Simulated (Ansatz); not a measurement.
An input for Ansatz 0.2.0 (ZnSb (Pbca)):

```yaml
crystal:
  lattice:
    - [6.218, 0.0, 0.0]
    - [0.0, 7.741, 0.0]
    - [0.0, 0.0, 8.115]
  atoms:
    - { symbol: Zn, position: [0.4539, 0.1115, 0.8673] }
    - { symbol: Zn, position: [0.0461, 0.8885, 0.3673] }
    - { symbol: Zn, position: [0.9539, 0.3885, 0.1327] }
    - { symbol: Zn, position: [0.5461, 0.6115, 0.6327] }
    - { symbol: Zn, position: [0.5461, 0.8885, 0.1327] }
    - { symbol: Zn, position: [0.9539, 0.1115, 0.6327] }
    - { symbol: Zn, position: [0.0461, 0.6115, 0.8673] }
    - { symbol: Zn, position: [0.4539, 0.3885, 0.3673] }
    - { symbol: Sb, position: [0.142, 0.0841, 0.1083] }
    - { symbol: Sb, position: [0.358, 0.9159, 0.6083] }
    - { symbol: Sb, position: [0.642, 0.4159, 0.8917] }
    - { symbol: Sb, position: [0.858, 0.5841, 0.3917] }
    - { symbol: Sb, position: [0.858, 0.9159, 0.8917] }
    - { symbol: Sb, position: [0.642, 0.0841, 0.3917] }
    - { symbol: Sb, position: [0.358, 0.5841, 0.1083] }
    - { symbol: Sb, position: [0.142, 0.4159, 0.6083] }
kpoints:
  mp_grid: { grid: [2, 2, 2] }
hamiltonian:
  xc: r2scan
scf:
  occupations: { method: fixed }
gw:
  n_empty_bands: 886
  ecut_chi: 100.0
  qp_bands: [v4, c4]
  qp_kpoints: band_edges
  screening: { model: contour_deformation }
```

```sh
ansatz run input.yaml --threads 24 --pin off --max-ram 82944MiB --backend cuda --events-out ev --progress --plain --runs-dir out --devices 1 --max-vram 78GiB
```

**Question.** How long will it take on 1 × NVIDIA GB200 (shared by 2 runs) with 24 threads of Arm Neoverse V2, shared host, and how much memory?

It took 18 s; on shared hardware allow 9.1 s to 36 s. Peak host memory was 5.3 GiB. The sizes that set the cost: 9939 plane waves a state, 8 irreducible k points, 994 bands summed, 883 plane waves in the screening and 8 SCF cycles.

The screening grows as filled bands × empty bands × pairs of k points, times the square of the screening basis for the matrix.

[Paths, hosts, dates, memory and timing lines, banners, echoed tables and standing remarks are left out of the program output.]

[Logs are printed without paths, hosts, clocks, repeated set-up lines and the standing remarks that a program may print on its own settings, such as how far it seeks lower states.]

[Runs of the session that timed out or met a known fault of the program may be left out.]

[Cells called generated may have been cut or substituted from an entry of the Crystallography Open Database or the Materials Project.]

[Hosts, paths, dates, database ids (printed as entryN), source tags and the programs' standing remarks are cut or masked in the printed files.]
